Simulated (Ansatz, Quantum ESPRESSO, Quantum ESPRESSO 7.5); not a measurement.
# Ba: work function by face

Wanted: work functions of Ba face by face, under two functionals.

Calculated with Quantum ESPRESSO 7.5; plane-wave DFT, PBE, GBRV ultrasoft pseudopotentials (geometry and cross-check by Ansatz 0.2.0 with PAW datasets; geometry under PBE).

The experiments to compare with:

For Ba (polycrystalline sample, no single face), “Anisotropic work function of elemental crystals” (2019, arxiv:1902.07811) quotes earlier work: work function, loosely compared (polycrystalline sample, no single face) 2.53 eV.

## Step 1: The structure

The cell holds 7 atoms: 7 Ba. Its edges and angles: a = 4.347 Å, b = 4.347 Å, c = 37.298 Å, α = 90.0°, β = 90.0°, γ = 70.5°. It derives from Ba. Vacuum lies along c.

## Step 2: Relaxation with Ansatz of (110)

The geometry comes first, from a plane-wave PAW code, so that the later runs on this slab share one structure.

Input file input.yaml:

```yaml
crystal:
  lattice:
    - [3.5496760416, -2.51, 0.0]
    - [3.5496760416, 2.51, 0.0]
    - [0.0, 0.0, 37.2980562493]
  atoms:
    - { symbol: Ba, position: [0.0, 0.0, 0.2144883891] }
    - { symbol: Ba, position: [0.5, 0.5, 0.309658926] }
    - { symbol: Ba, position: [0.0, 0.0, 0.404829463] }
    - { symbol: Ba, position: [0.5, 0.5, 0.5] }
    - { symbol: Ba, position: [0.0, 0.0, 0.595170537] }
    - { symbol: Ba, position: [0.5, 0.5, 0.690341074] }
    - { symbol: Ba, position: [0.0, 0.0, 0.7855116109] }
kpoints:
  mp_grid: { grid: [8, 8, 1] }
hamiltonian:
  xc: pbe
scf:
  occupations: { method: fermi_dirac, width: 0.1 }
  convergence: { dr2_threshold: 1.0e-08 }
efield:
  axis: 3
  dipole_correction: true
  ramp_position: 0.97
  ramp_width: 0.04
relax:
  f_tol: 0.01
  constraints: [{ sites: [2, 3, 4] }]
output:
  write_potential: true
  write_density: true
  volumetric_format: npy
```

Launch:

```
$ ansatz run input.yaml --threads 4 --pin off --max-ram 8192MiB --backend cpu --events-out ev --progress --plain --runs-dir out
```

Numbers of over 12 decimals in the logs are rounded to 6 here.

The log of the run:

```text
Engine: ansatz 0.2.0, aarch64-unknown-linux-gnu
Pseudopotentials: kind: paw
Pseudopotential: Ba, paw, valence charge 10, recommended cutoff 420 eV (normal), Ba.paw.azcp
Functional definition: PBE
  parameter kappa = 0.804
  parameter beta = 0.066725
  exchange = pbe_x(kappa = kappa, mu = beta*pi^2/3)
  correlation = pbe_c(beta = beta)
Crystal: 7 atoms, lattice volume = 664.628 Å³
Basis set: ecut = 420 eV, 13011 PW (Γ), exchange–correlation on 60×60×500 points (8 copies of the dense FFT grid, shifted against one another)
Bands: 42, of which v1, the nominal top of the filled ones, is band 35 counted from 1 (34 counted from 0)
Symmetry: 4 space group operations
k-points: 21 of 64
Non-local potential: Ba, projectors of the file, l = 0: 3, l = 1: 2, l = 2: 2, l = 3: 2
PAW form: soft (Blöchl's): semilocal exchange-correlation on the pseudo side does not see the compensation charge
PAW one-centre angular grid: Ba, 194 points (default); XC on 64 Gauss nodes
Initial density: superposition of atomic densities (neutral atoms: chi_scale 0, normalization atom), corrected by the library's trained network
Initial wavefunctions: pseudopotential atomic-orbital guess
Functional: x = pbe(κ = 0.804, μ = 0.219515), c = pbe(β = 0.066725)
SCF iter   1: F=—  HF=-41646.239876 eV  |F-HF|=—  |Δ(HF+E_count)|=         —  Δρ=1.08e-3  dr2=2.13e-1  ethr=1.77e-3  p=0.003 e·Å  D=8.93e-4 V/Å  ΔV_dip=-0.03 eV  dr2_dipole=3.51e-2  V_vac-E_F(+/−)=2.59/2.63 eV  ⟨swp⟩=16.5  Hψ=14256  notcnv=0
efield: sawtooth ramp at fractional position 0.9700 (set: `efield.ramp_position`, or a place that a band, a saddle search or an elastic batch's reference lends), width 0.0400; the density the first Hamiltonian is built on has a dipole p = 0.003 e·Å; the dipole correction subtracts the counter field D = 8.93e-4 V/Å, which shifts the + side's vacuum level by -0.03 eV against the − side's; the planar-averaged density in the ramp window peaks in size at 7.8e-5 e/Å³
automatic band count: the SCF goes on with 49 bands, as 42 were too few: the levels above may hold too much charge
preconditioner: auto → LDOS  [metal: Δε(μ)=0.051 eV  Ē_g=1.573 eV  σ=0.100 eV  W_gap=0.13  n_scr=88 (ndim 8)  ℏωp=5.4 eV  f_vac=0.293  D(μ)=9.27/eV (n_scr^D=38)  β→1.0]
SCF iter   2: F=—  HF=-41646.237381 eV  |F-HF|=—  |Δ(HF+E_count)|=   2.49e-3  Δρ=3.72e-4  dr2=7.29e-3  ethr=3.04e-4  p=-0.000 e·Å  D=-8.72e-5 V/Å  ΔV_dip=0.00 eV  dr2_dipole=1.62e-4  V_vac-E_F(+/−)=2.50/2.50 eV  ⟨swp⟩=1.3  Hψ=1203  notcnv=0
SCF iter   3: F=—  HF=-41646.238052 eV  |F-HF|=—  |Δ(HF+E_count)|=   6.72e-4  Δρ=1.50e-4  dr2=6.91e-4  ethr=1.04e-5  p=0.000 e·Å  D=1.77e-5 V/Å  ΔV_dip=-0.00 eV  dr2_dipole=2.23e-6  V_vac-E_F(+/−)=2.46/2.47 eV  ⟨swp⟩=2.5  Hψ=1654  notcnv=0
SCF iter   4: F=—  HF=-41646.238097 eV  |F-HF|=—  |Δ(HF+E_count)|=   4.51e-5  Δρ=7.13e-5  dr2=1.82e-4  ethr=9.87e-7  p=0.000 e·Å  D=2.18e-5 V/Å  ΔV_dip=-0.00 eV  dr2_dipole=8.82e-6  V_vac-E_F(+/−)=2.45/2.45 eV  ⟨swp⟩=2.0  Hψ=1663  notcnv=0
SCF iter   5: F=—  HF=-41646.238095 eV  |F-HF|=—  |Δ(HF+E_count)|=   2.00e-6  Δρ=1.50e-5  dr2=6.21e-6  ethr=2.60e-7  p=0.000 e·Å  D=1.72e-5 V/Å  ΔV_dip=-0.00 eV  dr2_dipole=7.11e-7  V_vac-E_F(+/−)=2.44/2.44 eV  ⟨swp⟩=2.3  Hψ=1794  notcnv=0
SCF iter   6: F=—  HF=-41646.237920 eV  |F-HF|=—  |Δ(HF+E_count)|=   1.75e-4  Δρ=4.53e-6  dr2=5.07e-7  ethr=8.87e-9  p=0.000 e·Å  D=1.64e-5 V/Å  ΔV_dip=-0.00 eV  dr2_dipole=9.11e-9  V_vac-E_F(+/−)=2.44/2.44 eV  ⟨swp⟩=2.0  Hψ=1206  notcnv=0
SCF iter   7: F=—  HF=-41646.237920 eV  |F-HF|=—  |Δ(HF+E_count)|=   1.11e-7  Δρ=1.39e-6  dr2=2.86e-8  ethr=7.24e-10  p=0.000 e·Å  D=1.67e-5 V/Å  ΔV_dip=-0.00 eV  dr2_dipole=1.24e-10  V_vac-E_F(+/−)=2.44/2.44 eV  ⟨swp⟩=2.8  Hψ=1914  notcnv=0
SCF iter   8: F=-41646.237920 eV  HF=-41646.237920 eV  |F-HF|=7.24e-9  |Δ(HF+E_count)|=   1.81e-8  Δρ=4.85e-7  dr2=6.69e-9  ethr=1.43e-11  p=0.000 e·Å  D=1.67e-5 V/Å  ΔV_dip=-0.00 eV  dr2_dipole=1.03e-10  V_vac-E_F(+/−)=2.44/2.44 eV  ⟨swp⟩=10.0  Hψ=7206  notcnv=0
WARN: efield: at this solve's end the planar-averaged density reaches 1.51e-5 e/Å³ inside the ramp window [0.9432, 0.0368] (bound 1e-5 e/Å³); the window's nearer edge stands 5.88 Å from this solve's nearest atom along the axis. Its work functions, free energy, forces, stress, dipole, levels and responses can be off, and this figure does not tell by how much. A short vacuum, a low `basis.ecutwfc` or `basis.ecutrho_ratio` and negative occupations (`scf.occupations.method`) can put density there. See the manual's quickstart, § The vacuum guard
SCF 1 converged in 8 iterations: F = -41646.237920 eV  dr2 = 6.69e-9
  greatest PAW one-centre occupation: 0.959 electrons in one spin orbital (limit 2), on the Ba atom at site 0 (counted from 0), in its partial waves of l = 0
relax step   1: F+E_penalty+E_count = -41646.23792049 eV  Δ(F+E_penalty+E_count) = +0.000e0 eV  max|allowed force component| = 6.496e-2 eV/Å  Δτ_max = 0.0000 Å  (8 SCF iters, accepted)
Bands: 49, of which v1, the nominal top of the filled ones, is band 35 counted from 1 (34 counted from 0)
Initial density: handed on by an earlier stage of this run
Initial wavefunctions: those handed on with the density
iter 1 solved again at ethr=1.19e-5 eV; its pass at ethr=3.10e-3 eV (dr2=8.32e-3 eV) is discarded
SCF iter   1: F=—  HF=-41646.241756 eV  |F-HF|=—  |Δ(HF+E_count)|=         —  Δρ=3.16e-4  dr2=1.33e-2  ethr=1.19e-5  p=0.000 e·Å  D=1.67e-5 V/Å  ΔV_dip=-0.00 eV  dr2_dipole=1.85e-10  V_vac-E_F(+/−)=2.44/2.44 eV  ⟨swp⟩=2.0  Hψ=2969  notcnv=0
efield: sawtooth ramp at fractional position 0.9700 (set: `efield.ramp_position`, or a place that a band, a saddle search or an elastic batch's reference lends), width 0.0400; the density the first Hamiltonian is built on has a dipole p = 0.000 e·Å; the dipole correction subtracts the counter field D = 1.67e-5 V/Å, which shifts the + side's vacuum level by -0.00 eV against the − side's; the planar-averaged density in the ramp window peaks in size at 1.5e-5 e/Å³
eigensolver tolerance schedule calibrated: the retry pair's looser diagonalisation under-reported the residual by θ = 0.37 (0.15/decade); ethr = c·dr2/N_el runs at the constant in force after the calibration composes with the one it found (an armed cap, an earlier calibration), c = 4.2e-2
preconditioner: auto → LDOS  [metal: Δε(μ)=0.050 eV  Ē_g=1.572 eV  σ=0.100 eV  W_gap=0.13  n_scr=88 (ndim 8)  ℏωp=5.4 eV  f_vac=0.296  D(μ)=9.36/eV (n_scr^D=38)  β→1.0]
[...]
SCF 2 converged in 7 iterations: F = -41646.240699 eV  dr2 = 4.30e-9
relax step   2: F+E_penalty+E_count = -41646.24069852 eV  Δ(F+E_penalty+E_count) = -2.778e-3 eV  max|allowed force component| = 3.914e-2 eV/Å  Δτ_max = 0.0211 Å  (7 SCF iters, accepted)
SCF iter   1: F=—  HF=-41646.244478 eV  |F-HF|=—  |Δ(HF+E_count)|=         —  Δρ=5.34e-4  dr2=2.92e-2  ethr=7.77e-4  p=0.000 e·Å  D=1.62e-5 V/Å  ΔV_dip=-0.00 eV  dr2_dipole=4.88e-10  V_vac-E_F(+/−)=2.44/2.44 eV  ⟨swp⟩=4.1  Hψ=2400  notcnv=0
efield: sawtooth ramp at fractional position 0.9700 (set: `efield.ramp_position`, or a place that a band, a saddle search or an elastic batch's reference lends), width 0.0400; the density the first Hamiltonian is built on has a dipole p = 0.000 e·Å; the dipole correction subtracts the counter field D = 1.62e-5 V/Å, which shifts the + side's vacuum level by -0.00 eV against the − side's; the planar-averaged density in the ramp window peaks in size at 1.4e-5 e/Å³
preconditioner: auto → LDOS  [metal: Δε(μ)=0.053 eV  Ē_g=1.577 eV  σ=0.100 eV  W_gap=0.13  n_scr=88 (ndim 8)  ℏωp=5.4 eV  f_vac=0.300  D(μ)=9.30/eV (n_scr^D=38)  β→1.0]
SCF iter   2: F=—  HF=-41646.242530 eV  |F-HF|=—  |Δ(HF+E_count)|=   1.95e-3  Δρ=1.56e-4  dr2=5.06e-3  ethr=4.17e-5  p=0.000 e·Å  D=1.74e-5 V/Å  ΔV_dip=-0.00 eV  dr2_dipole=2.02e-7  V_vac-E_F(+/−)=2.40/2.40 eV  ⟨swp⟩=1.0  Hψ=1197  notcnv=0
SCF iter   3: F=—  HF=-41646.242623 eV  |F-HF|=—  |Δ(HF+E_count)|=   9.30e-5  Δρ=5.21e-5  dr2=6.41e-5  ethr=7.22e-6  p=0.000 e·Å  D=1.48e-5 V/Å  ΔV_dip=-0.00 eV  dr2_dipole=4.72e-9  V_vac-E_F(+/−)=2.42/2.42 eV  ⟨swp⟩=1.1  Hψ=1031  notcnv=0
SCF iter   4: F=—  HF=-41646.242634 eV  |F-HF|=—  |Δ(HF+E_count)|=   1.05e-5  Δρ=2.85e-5  dr2=2.83e-5  ethr=9.16e-8  p=0.000 e·Å  D=1.50e-5 V/Å  ΔV_dip=-0.00 eV  dr2_dipole=3.77e-10  V_vac-E_F(+/−)=2.42/2.43 eV  ⟨swp⟩=2.6  Hψ=1810  notcnv=0
SCF iter   5: F=—  HF=-41646.242637 eV  |F-HF|=—  |Δ(HF+E_count)|=   3.37e-6  Δρ=6.66e-6  dr2=4.48e-6  ethr=4.04e-8  p=0.000 e·Å  D=1.49e-5 V/Å  ΔV_dip=-0.00 eV  dr2_dipole=1.54e-10  V_vac-E_F(+/−)=2.43/2.43 eV  ⟨swp⟩=2.0  Hψ=1320  notcnv=0
SCF iter   6: F=—  HF=-41646.242449 eV  |F-HF|=—  |Δ(HF+E_count)|=   1.89e-4  Δρ=2.69e-6  dr2=3.17e-7  ethr=6.41e-9  p=0.000 e·Å  D=1.50e-5 V/Å  ΔV_dip=-0.00 eV  dr2_dipole=3.39e-11  V_vac-E_F(+/−)=2.43/2.43 eV  ⟨swp⟩=2.0  Hψ=1177  notcnv=0
SCF iter   7: F=—  HF=-41646.242449 eV  |F-HF|=—  |Δ(HF+E_count)|=   3.42e-8  Δρ=7.31e-7  dr2=1.73e-8  ethr=4.52e-10  p=0.000 e·Å  D=1.50e-5 V/Å  ΔV_dip=-0.00 eV  dr2_dipole=3.72e-12  V_vac-E_F(+/−)=2.43/2.43 eV  ⟨swp⟩=2.4  Hψ=1680  notcnv=0
SCF iter   8: F=—  HF=-41646.242449 eV  |F-HF|=—  |Δ(HF+E_count)|=   7.04e-9  Δρ=2.99e-7  dr2=1.44e-8  ethr=1.43e-11  p=0.000 e·Å  D=1.50e-5 V/Å  ΔV_dip=-0.00 eV  dr2_dipole=5.10e-12  V_vac-E_F(+/−)=2.43/2.43 eV  ⟨swp⟩=9.8  Hψ=6899  notcnv=0
SCF iter   9: F=-41646.242449 eV  HF=-41646.242449 eV  |F-HF|=5.24e-10  |Δ(HF+E_count)|=   1.43e-9  Δρ=7.56e-8  dr2=2.70e-10  ethr=1.43e-11  p=0.000 e·Å  D=1.50e-5 V/Å  ΔV_dip=-0.00 eV  dr2_dipole=2.60e-14  V_vac-E_F(+/−)=2.43/2.43 eV  ⟨swp⟩=6.9  Hψ=5774  notcnv=0
WARN: efield: at this solve's end the planar-averaged density reaches 1.32e-5 e/Å³ inside the ramp window [0.9432, 0.0368] (bound 1e-5 e/Å³); the window's nearer edge stands 5.95 Å from this solve's nearest atom along the axis. Its work functions, free energy, forces, stress, dipole, levels and responses can be off, and this figure does not tell by how much. A short vacuum, a low `basis.ecutwfc` or `basis.ecutrho_ratio` and negative occupations (`scf.occupations.method`) can put density there. See the manual's quickstart, § The vacuum guard
SCF 3 converged in 9 iterations: F = -41646.242449 eV  dr2 = 2.70e-10
relax step   3: F+E_penalty+E_count = -41646.24244877 eV  Δ(F+E_penalty+E_count) = -1.750e-3 eV  max|allowed force component| = 2.661e-3 eV/Å  Δτ_max = 0.0455 Å  (9 SCF iters, accepted)
NSCF: frozen V_eff on 21 k-points
the band table was solved once a step of the walk had ended and its energy, with any forces and stress, was formed, with the checks that follow a solve (4826 applications of the Hamiltonian). They found nothing against the state; the energy, forces and stress were not computed again (output.eigenvalues in the input reference)
WARN: The output density's exchange-correlation potential varies sharply where the density is thin. Do not read a vacuum level from v_tot or v_xc, or from such a field of the output density. On a cell that repeats whose density bears no net charge and no dipole along the vacuum's axis use v_es (v_loc + v_h of the components); under efield.dipole_correction with no amplitude use v_es + v_field, which holds any externa [...]
SCF converged after 9 iterations
Free energy (F): -41646.242449 eV
Harris-Foulkes:  -41646.242449 eV  (|F-HF|=5.24e-10)
Internal energy: -41645.914744 eV  (E = F + TS)
E sigma→0 (E₀):  -41646.078596 eV
Entropy (-TS):   -0.327705 eV (-46.815 meV/atom)
Fermi energy:    3.139532 eV
Dipole field:    D = 0.000015 V/Å  (p = 0.000055 e·Å, saw-weighted, corrected)
Work function:   Φ+ = 2.4308 eV   Φ− = 2.4316 eV
Levels:          The Fermi level and band energies are counted from a zero that moves with the ramp; work functions are not
Vacuum region:   at the solve's end the planar-averaged density reaches 1.32e-5 e/Å³ inside the ramp window [0.9432, 0.0368] (bound 1e-5 e/Å³)
--- Per-component energies (eV) ---
  E_band       = -788.895154
  E_kinetic    = 1163.945190
  E_local      = -20628.401698  (includes V_loc(G=0)·N_el)
  E_nonlocal   = 399.650886
  E_hartree    = 9729.976854
  E_xc         = -1164.579319
  E_vxc        = -933.690484  (∫ρ·V_xc dr)
  E_paw        = -36580.764338  (= ΣΔE_a)
  E_vpaw       = -250.351618  (= ΣTr[D̂ρ^β])
  E_aug_tail   = -0.000012  (compensation charges beyond the density's cutoff)
  E_efield     = 0.000000  (sawtooth field / dipole correction)
  E_vefield    = -0.000388  (∫n·V_field dr)
  E_ewald      = 5434.257693
  E_smearing   = -0.327705  (= −TS)
  E_closure    = -0.000000  (closes the sum)
  Σ components = -41646.242449   (vs F -41646.242449, Δ=0.00e0)
--- Forces (eV/Å), atoms counted from 1 ---
  atom   1  Ba     0.00000000     0.00000000    -0.00195410
  atom   2  Ba     0.00000000     0.00000000     0.00265997
  atom   3  Ba     0.00000000     0.00000000    -0.00158328
  atom   4  Ba     0.00000000     0.00000000    -0.00000005
  atom   5  Ba     0.00000000     0.00000000     0.00158742
  atom   6  Ba     0.00000000     0.00000000    -0.00266113
  atom   7  Ba     0.00000000     0.00000000     0.00195113
  max |Σ_I F_I| component: 3.66e-8 eV/Å
--- Band table (eV; the first three rows and the last of 21) ---
  k-point 0: bands = [... 31 lower, 1.3106, 1.7128, 2.0275, 2.1967, 3.5668, 3.5697, 3.8258, 3.8662, ... 10 higher]
  k-point 1: bands = [... 31 lower, 1.5007, 1.9039, 2.2310, 2.4106, 3.5970, 3.6023, 3.8169, 3.8443, ... 10 higher]
  k-point 2: bands = [... 31 lower, 1.9390, 2.3087, 2.6610, 2.9079, 3.5617, 3.5667, 3.6945, 3.7031, ... 10 higher]
  k-point 20: bands = [... 31 lower, 2.6369, 2.6783, 2.6991, 2.7671, 2.8332, 2.8501, 2.9944, 3.3172, ... 10 higher]
--- Relaxed structure (3 steps of the walk, 3 accepted, 0 SCFs on fresh bases) ---
  F+E_penalty+E_count = -41646.24244877 eV   max|allowed force component| = 2.661e-3 eV/Å
  atoms:
    - { symbol: Ba, position: [0.0, 0.0, 0.216272] }
    - { symbol: Ba, position: [0.5, 0.5, 0.309278] }
    - { symbol: Ba, position: [0.0, 0.0, 0.404829] }
    - { symbol: Ba, position: [0.5, 0.5, 0.5] }
    - { symbol: Ba, position: [0.0, 0.0, 0.595171] }
    - { symbol: Ba, position: [0.5, 0.5, 0.690722] }
    - { symbol: Ba, position: [0.0, 0.0, 0.783728] }
```

Wall time 50 s (4 threads of Arm Neoverse V2, shared host); peak memory 1.3 GiB.

Relaxation path:

```csv
step,energy less that of the first step (eV),largest force component (eV/Å)
1,0.0000,0.0650
2,-0.0028,0.0391
3,-0.0045,0.0027
```

Forces are held to the 4 operations that the run works with; a distortion that breaks them can't arise in this run.

The atoms that moved most (Å):

```csv
atom,dx,dy,dz,length
Ba1,0.000,0.000,0.067,0.067
Ba7,0.000,0.000,-0.067,0.067
Ba6,0.000,0.000,0.014,0.014
Ba2,0.000,0.000,-0.014,0.014
```

 Held were the atoms numbered 3, 4 and 5; the forces quoted are those on the free ones.

Read from the output:

```
free energy                     : -41646.2424 eV
energy at zero smearing         : -41646.0786 eV
smearing term TS                : 0.3277 eV
Fermi energy                    : 3.140 eV
symmetry operations             : 4
work function of the upper face : 2.431 eV
work function of the lower face : 2.432 eV
dipole along the normal         : 5.46e-5 e·Å
```

(Continued in part 2 of 7.)

[Logs are printed without paths, hosts, clocks, repeated set-up lines and the standing remarks that a program may print on its own settings, such as how far it seeks lower states.]

[Hosts, paths, dates, database ids (printed as entryN), source tags and the programs' standing remarks are cut or masked in the printed files.]

[Maps of the electrostatic potential energy from Ansatz leave out the sawtooth potential of an applied field or a dipole correction, so their vacuum need not be flat; planar profiles and work functions include it.]
